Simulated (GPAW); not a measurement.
# Polarising Zr2COS MXene monolayer with a field along the normal

The dipole of the cell at several fields, atoms fixed. What does the strongest field give, and what length does the slope stand for?

How it was computed: GPAW 26.7.0, plane waves (500 eV), PAW setups, PBE, 12×12 mesh, a dipole layer in the vacuum; geometry relaxed without an applied field with GPAW. The cell's area is 9.82 Å², and e/ε0 = 180.95 V Å.

The runs, one held back:

| field (V/Å) | dipole (e Å) |
| --- | --- |
| −0.2 | 0.0109 |
| −0.1 | 0.0470 |
| −0.05 | 0.0651 |
| 0.05 | 0.1013 |
| 0.1 | 0.1193 |
| 0.2 | 0.1555 |
| 0.3 | ? |

To predict: What is the dipole at 0.3 V/Å?

A: A line through the 6 points has the slope α = 0.362 e Å per V/Å and the intercept p₀ = 0.0832 e Å (r.m.s. residual 2.7e−05). At 0.3 V/Å it gives p = 0.0832 + 0.362 × 0.3 = 0.1916 e Å; the run gives 0.1916 e Å, so the response stays linear to 0.0 % of the induced part. Dividing by ε0 and the area: α/(ε0 A) = 0.362 × 180.95 / 9.82 = 6.66 Å, against 5.23 Å between the outer nuclei.

**Limits.** This is the electronic response alone; ions that move would add to it in polar layers. No run was spin-polarised, so magnetic states weren't tested. Layers with unlike faces were relaxed with their cell in a fully periodic cell without the dipole layer, so their atoms felt a small spurious field.
